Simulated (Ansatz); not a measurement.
**NaVSe3 (model cell, started as cubic perovskite with V in the octahedra): phonons and vibrational spectra**

Aim: the vibrations of NaVSe3 (model cell, started as cubic perovskite with V in the octahedra), their spectra, and whether the structure is stable.

Calculated with Ansatz 0.2.0; DFT PBE, scalar-relativistic, plane waves, PAW.

Most raw output is cut from this account.

The structure was built from a prototype and need not be the compound's stable phase.

## Step 1: Starting point

It takes space group Pm-3m (No. 221, cubic). The conventional cell has a = 4.939 Å, b = 4.939 Å, c = 4.939 Å, α = 90.00°, β = 90.00°, γ = 90.00°. Na has 12 Se at 3.49 Å nearest. Nearest to V lie 6 Se at 2.47 Å. Se has 2 V at 2.47 Å and 4 Na at 3.49 Å nearest. Farther neighbours and most contacts between anions are not listed.

As a file:

```cif
data_structure
_symmetry_space_group_name_H-M 'P 1'
_symmetry_Int_Tables_number 1
_cell_length_a 4.9392
_cell_length_b 4.9392
_cell_length_c 4.9392
_cell_angle_alpha 90.000
_cell_angle_beta 90.000
_cell_angle_gamma 90.000
_cell_volume 120.50
loop_
_atom_site_label
_atom_site_type_symbol
_atom_site_fract_x
_atom_site_fract_y
_atom_site_fract_z
_atom_site_occupancy
Na1 Na 0.00000 0.00000 0.00000 1
V2 V 0.50000 0.50000 0.50000 1
Se3 Se 0.50000 0.50000 0.00000 1
Se4 Se 0.50000 0.00000 0.50000 1
Se5 Se 0.00000 0.50000 0.50000 1
```

## Step 2: Bringing the structure to rest

The cell and atoms are relaxed, since residual forces and stress would shift the frequencies.

File input.yaml:

```yaml
crystal:
  lattice:
    - [4.9392, 0.0, 0.0]
    - [0.0, 4.9392, 0.0]
    - [0.0, 0.0, 4.9392]
  atoms:
    - { symbol: Na, position: [0.0, 0.0, 0.0] }
    - { symbol: V, position: [0.5, 0.5, 0.5] }
    - { symbol: Se, position: [0.5, 0.5, 0.0] }
    - { symbol: Se, position: [0.5, 0.0, 0.5] }
    - { symbol: Se, position: [0.0, 0.5, 0.5] }
kpoints:
  mp_grid: { grid: [6, 6, 6] }
hamiltonian:
  xc: pbe
scf:
  occupations: { method: gaussian, width: 0.1 }
output:
  forces: true
  stress: true
  eigenvalues: true
  write_density: true
  write_potential: true
  elf: true
  volumetric_format: npy
relax:
  adjacent_minimum: "off"
  f_tol: 0.005
  max_steps: 80
  cell: { stress_tol: 0.05 }
```

Started as:

```console
> ansatz run input.yaml --threads 8 --pin off --max-ram 14336MiB --backend cpu --events-out ev --progress --plain --runs-dir out
```

Elapsed: 15 s, on 8 threads of Arm Neoverse N1, shared host; peak memory 0.62 GiB.

This run has no spin polarisation, although V can carry a moment.

Relaxation path:

```
step  energy less that of the first step (eV)  largest force component (eV/Å)  pressure (GPa)  volume (Å³)
   1                                   0.0000                          0.0000           -1.35       120.50
   2                                  -0.0126                          0.0000           -0.13       117.88
   3                                  -0.0127                          0.0000            0.01       117.60
  4*                                  -0.0124                          0.0000            0.01       117.60
```

Relaxation steps marked * repeat the geometry before them on a plane-wave basis chosen anew for their cell, so energy and pressure can jump there.

Forces are held to the 48 operations that the run works with; a distortion that breaks them can't arise in this run.

```
conventional cell, symmetrised  before  after  change
                         a (Å)   4.939  4.899  -0.8 %
                         b (Å)   4.939  4.899  -0.8 %
                         c (Å)   4.939  4.899  -0.8 %
              volume (Å³/atom)   24.10  23.52  -2.4 %
```

Final coordinates:

```xyz
5
Lattice="4.8994 0.0000 0.0000 0.0000 4.8994 0.0000 0.0000 0.0000 4.8994" Properties=species:S:1:pos:R:3 pbc="T T T"
Na    0.0000    0.0000    0.0000
V     2.4497    2.4497    2.4497
Se    2.4497    2.4497    0.0000
Se    2.4497    0.0000    2.4497
Se    0.0000    2.4497    2.4497
```

Numbers from this step:

| Item | Value |
| --- | --- |
| pressure | 0.006964 GPa |
| volume per atom | 23.52 Å³ |
| gap on the k-mesh | 0 eV |

ELF in the ac plane at fractional y = 0.500, with atoms of V and Se within 0.2 Å of it. It is the smooth field of the valence electrons, not physical close to the nuclei.

Ten even steps from '_' (0.02) to '@' (0.79), each cell a mean:
```
____::##@@@@++==##@@@@++..__
..__..==%%@@@@%%@@@@##::__..
**==::::++%%@@@@%%##==::::++
@@%%++--::--======--::==##@@
@@@@%%++....--==::..--##@@@@
**%%@@##::==%%@@##::==%%@@##
::**@@##::##@@@@@@====@@%%==
==##@@##::**@@@@%%--==@@@@++
%%@@@@**..::**##==..--%%@@@@
@@@@##==::..::::::..::++%%@@
##**--::==**######++--::==##
--::..--##@@@@@@@@%%++::..::
____::**@@@@##**%%@@%%==____
____--##@@%%==::**@@@@**..__
```
Columns run along a (4.9 Å), rows up along c (4.9 Å). Atoms in or near the plane, at fractional coordinates: V at (0.50, 0.50), Se at (0.50, 0.00), Se at (0.00, 0.50).

Valence density in the ac plane at fractional y = 0.500, with atoms of V and Se within 0.2 Å of it. It is the smooth field of the valence electrons, not physical close to the nuclei.

Values in e/Å³, 14 rows by 14 columns, each cell a mean:
```
 0  0  0  0  0  2 12 18  6  1  0  0  0  0
 0  0  0  0  0  1  2  3  2  1  0  0  0  0
 0  0  0  0  0  0  1  1  1  0  0  0  0  0
 0  0  0  0  0  0  0  0  0  0  0  0  0  0
 1  1  0  0  0  0  1  1  1  0  0  0  1  1
10  4  1  0  0  2  6  7  4  1  0  1  2  6
30  9  1  1  1  3 11 14  7  1  0  1  3 18
20  6  1  0  0  3  8 11  6  1  0  1  2 12
 3  1  1  0  0  1  3  3  2  0  0  0  1  2
 1  0  0  0  0  0  0  1  0  0  0  0  0  0
 0  0  0  0  0  0  0  1  0  0  0  0  0  0
 0  0  0  0  0  1  1  1  1  0  0  0  0  0
 0  0  0  0  0  1  6  9  4  1  0  0  0  0
 0  0  0  0  1  3 20 30 10  1  0  0  0  0
```
Columns run along a (4.9 Å), rows up along c (4.9 Å). Atoms in or near the plane, at fractional coordinates: V at (0.50, 0.50), Se at (0.50, 0.00), Se at (0.00, 0.50).

Electrostatic potential energy in the ac plane at fractional y = 0.500, with atoms of V and Se within 0.2 Å of it. With pseudopotentials it is smooth inside the atoms' cores, unlike the true potential.

Ten even steps from '0' (-23 eV) to '9' (12 eV), each cell a mean:
```
99996356438999
99998433369999
99999755689999
78999876789998
34788521378863
53476100037634
75365001016536
64375000027535
33587300158743
57898755689986
99999876789999
99998533479999
99997345348999
99995367537999
```
Columns run along a (4.9 Å; values clipped at the 3rd and 97th percentile), rows up along c (4.9 Å). Atoms in or near the plane, at fractional coordinates: V at (0.50, 0.50), Se at (0.50, 0.00), Se at (0.00, 0.50).

In this step the volume went from 24.10 to 23.52 Å³/atom.

## Step 3: Tight relaxation

Phonons need a cell at rest on their own settings, so the relaxation is repeated with tight tolerances on forces and stress, using the mesh and the filling of the phonon run that follows.

File input.yaml:

```yaml
crystal:
  lattice:
    - [4.8993576265, 0.0, 0.0]
    - [0.0, 4.8993576265, 0.0]
    - [0.0, 0.0, 4.8993576265]
  atoms:
    - { symbol: Na, position: [0.0, 0.0, 0.0] }
    - { symbol: V, position: [0.5, 0.5, 0.5] }
    - { symbol: Se, position: [0.5, 0.5, 0.0] }
    - { symbol: Se, position: [0.5, 0.0, 0.5] }
    - { symbol: Se, position: [0.0, 0.5, 0.5] }
kpoints:
  mp_grid: { grid: [6, 6, 6] }
hamiltonian:
  xc: pbe
scf:
  occupations: { method: methfessel_paxton, width: 0.15 }
output:
  forces: true
  stress: true
  eigenvalues: true
relax:
  adjacent_minimum: "off"
  f_tol: 0.001
  max_steps: 60
  cell: { stress_tol: 0.01 }
```

Wall time 11 s (8 threads); peak memory 0.61 GiB.

Little changed from the start: no atom moved by 0.005 Å and no cell edge by 0.1 %.

This step gave:

| Item | Value |
| --- | --- |
| pressure | -0.001538 GPa |

The forces vanish by symmetry and the pressure is -0.002 GPa, within the tolerances set. The cell now holds 23.52 Å³/atom.

## Step 4: Response at finite wavevector

Stability and thermal properties need the whole zone. Linear response on a 2×2×2 q mesh gives force constants as far as a supercell of that size would.

File input.yaml:

```yaml
crystal:
  lattice:
    - [4.8990130555, 0.0, 0.0]
    - [0.0, 4.8990130555, 0.0]
    - [0.0, 0.0, 4.8990130555]
  atoms:
    - { symbol: Na, position: [0.0, 0.0, 0.0] }
    - { symbol: V, position: [0.5, 0.5, 0.5] }
    - { symbol: Se, position: [0.5, 0.5, 0.0] }
    - { symbol: Se, position: [0.5, 0.0, 0.5] }
    - { symbol: Se, position: [0.0, 0.5, 0.5] }
kpoints:
  mp_grid: { grid: [6, 6, 6] }
hamiltonian:
  xc: pbe
scf:
  occupations: { method: methfessel_paxton, width: 0.15 }
output:
  eigenvalues: true
phonons:
  method: dfpt
  qmesh: [2, 2, 2]
  temperatures: { t_max: 1000, t_step: 50 }
  qpath:
    path:
      - [[0.0, 0.0, 0.0], [0.0, 0.5, 0.0], [0.5, 0.5, 0.0], [0.0, 0.0, 0.0], [0.5, 0.5, 0.5], [0.0, 0.5, 0.0]]
      - [[0.5, 0.5, 0.5], [0.5, 0.5, 0.0]]
    npoints: 10
```

Elapsed: 6.6 min, on 8 threads; peak memory 1.4 GiB; 28 min of CPU time.

Numbers from this step:

```
sum-rule residual before enforcement                    : 3.77e-5 eV/Å²
lowest frequency on the path                            : -146.4 cm⁻¹
point group                                             : m-3m
highest frequency on the path or at a solved wavevector : 249.6 cm⁻¹
highest optical mode at the zone centre (no LO-TO term) : 198.5 cm⁻¹
lowest optical zone-centre mode                         : -143.7 cm⁻¹
lowest mode on the q mesh (acoustic modes at Γ apart)   : -146.4 cm⁻¹
```

Frequencies (cm⁻¹) solved at each irreducible wavevector; negative means imaginary. Frequencies by wavevector, by row:

```
q in reciprocal lattice units  star  mode 1  mode 2  mode 3  mode 4  mode 13  mode 14  mode 15
                        0 0 0     1  -143.7  -143.7  -143.7     -27    198.5    198.5    198.5
                     0 0 -0.5     3  -128.8  -128.8   -11.3   -11.3    190.1    190.1    204.6
                  0 -0.5 -0.5     3  -107.2   -69.5   -61.6     -50    129.7    180.9    227.8
               -0.5 -0.5 -0.5     1  -146.4  -146.4   -60.7   -60.7    122.2    122.2    249.2
```

Interpolated from a 2×2×2 q mesh. The phonon branches at the labelled points (cm⁻¹):

```
    point  branch 1  branch 2  branch 3  branch 4  branch 12  branch 13  branch 14  branch 15
        Γ      -144      -144      -144       -27         34        198        198        198
  halfway      -136      -136       -90       -14         73        195        195        201
        X      -129      -129       -11       -11        110        190        190        205
  halfway      -117       -84       -45       -39        122        128        186        226
        M      -107       -70       -62       -50        130        130        181        228
  halfway      -126       -88       -85       -43         96        158        191        220
        Γ      -144      -144      -144       -27         34        198        198        198
  halfway       -77       -77       -77       -49        105        146        146        238
        R      -146      -146       -61       -61        122        122        122        249
  halfway       -80       -66       -56       -46        116        125        129        244
        X      -129      -129       -11       -11        110        190        190        205
jump to R      -146      -146       -61       -61        122        122        122        249
  halfway      -115       -81       -61       -43        122        126        126        248
        M      -107       -70       -62       -50        130        130        181        228
```

Tetrahedra on a 14×14×14 mesh, mean over bins of 5 cm-1. Interpolated from a 2×2×2 q mesh. The phonon density of states by wavenumber; read off at these points:

```
wavenumber (cm⁻¹)  phonon density of states (1/cm⁻¹/cell)
             -148                                  1.0e-5
             -132                                  0.0191
             -118                                  0.0341
             -108                                  0.0339
              -92                                  0.0287
              -78                                  0.0265
              -62                                  0.0244
              -52                                  0.0690
              -48                                  0.0877
              -38                                  0.0615
              -22                                  0.0425
               -8                                  0.0181
                2                                  0.0163
               18                                  0.0215
               32                                   0.122
               38                                   0.149
               48                                  0.0508
               58                                  0.0525
               72                                  0.0452
               78                                  0.0592
               88                                  0.0482
              102                                  0.0473
              112                                  0.0594
              118                                  0.0909
              128                                  0.0625
              142                                  0.0153
              158                                  0.0164
              168                                  0.0189
              182                                  0.0336
              188                                  0.0361
              198                                 0.00786
              212                                  0.0135
              222                                  0.0218
              238                                  0.0226
              252                                       0
```

The partial phonon density of states has structure finer than the step of the table below, so its rows give means over 20 cm⁻¹, whole bins alone (the curve runs from -154 to 267 cm⁻¹). Peaks (cm⁻¹: height): Na -37.3: 0.0202, 34.2: 0.121; Se -50.5: 0.0600, -34.6: 0.0556, 34.2: 0.0365, 84.5: 0.0530, 95.0: 0.0424, 118.9: 0.0462, 187.7: 0.0297; V -103.4: 0.0262, -77.0: 0.0217, -47.9: 0.0115, 124.2: 0.0398.

Phonopy on the run's constants, 11x11x11 mesh, Gaussian sigma 3.0 cm-1. Interpolated from a 2×2×2 q mesh. Table of partial phonon density of states by wavenumber; means over each step; values in 1/cm⁻¹/cell:

```
wavenumber (cm⁻¹)       Na       Se        V
             -140   9.0e-6  0.00339  0.00718
             -120   2.3e-4  0.00869   0.0232
             -100  0.00112  0.00877   0.0190
              -80  0.00368   0.0130   0.0145
              -60  0.00661   0.0370  0.00689
              -40   0.0182   0.0478  0.00819
              -20  0.00971   0.0282  0.00283
                0  0.00246  0.00548   6.4e-4
               20   0.0131   0.0172  0.00121
               40   0.0642   0.0299  0.00163
               60   0.0179   0.0323  0.00461
               80  0.00379   0.0419  0.00531
              100  0.00244   0.0337   0.0130
              120  0.00590   0.0340   0.0297
              140   6.3e-4   0.0119  0.00511
              160   5.6e-5   0.0136  0.00211
              180   2.3e-5   0.0255  0.00271
              200   9.6e-6   0.0131  0.00109
              220   3.3e-6   0.0195   5.9e-4
              240   3.3e-6   0.0230   3.7e-4
```

Symmetry leaves 4 wavevectors to solve. The lowest mode among them, the acoustic zeros apart, lies at q = (-0.5, -0.5, -0.5) and is imaginary, 146.4i cm⁻¹, so the energy falls along it.

## Step 5: What came out

| Item | Value |
| --- | --- |
| space group after relaxation (within 0.01 Å) | Pm-3m |
| volume per atom | 23.5 Å³ |
| electronic character | no gap on this mesh |
| highest optical mode at the zone centre (no LO-TO term) | 199 cm⁻¹ |
| lowest optical zone-centre mode | -144 cm⁻¹ |
| lowest mode on the q mesh (acoustic modes at Γ apart) | -146 cm⁻¹ |
| highest frequency on the path or at a solved wavevector | 250 cm⁻¹ |
| imaginary modes on the 2×2×2 q mesh | yes |

Modes are clearly imaginary (beyond 10i cm⁻¹) at 4 of the 4 irreducible wavevectors, most at q = (-0.5, -0.5, -0.5) (146.4i cm⁻¹), so this structure is not a minimum of the energy. The optical modes at Γ span -144 to 199 cm⁻¹ (negative means imaginary). With no gap, or one that is small against the smearing, the frequencies hang on the k mesh and the smearing, most of all near Kohn anomalies. The phonon runs are without spin polarisation, although V often carries a moment. A phonon run warned that its eigensolver left some bands unconverged in a pass. The starting cell was built on a prototype and not taken from a measurement, so the phase need not exist. These are harmonic frequencies at zero temperature: anharmonic shifts, linewidths and thermal expansion are left out.

[Logs are printed without paths, hosts, clocks, repeated set-up lines and the standing remarks that a program may print on its own settings, such as how far it seeks lower states.]

[Hosts, paths, dates, database ids (printed as entryN), source tags and the programs' standing remarks are cut or masked in the printed files.]
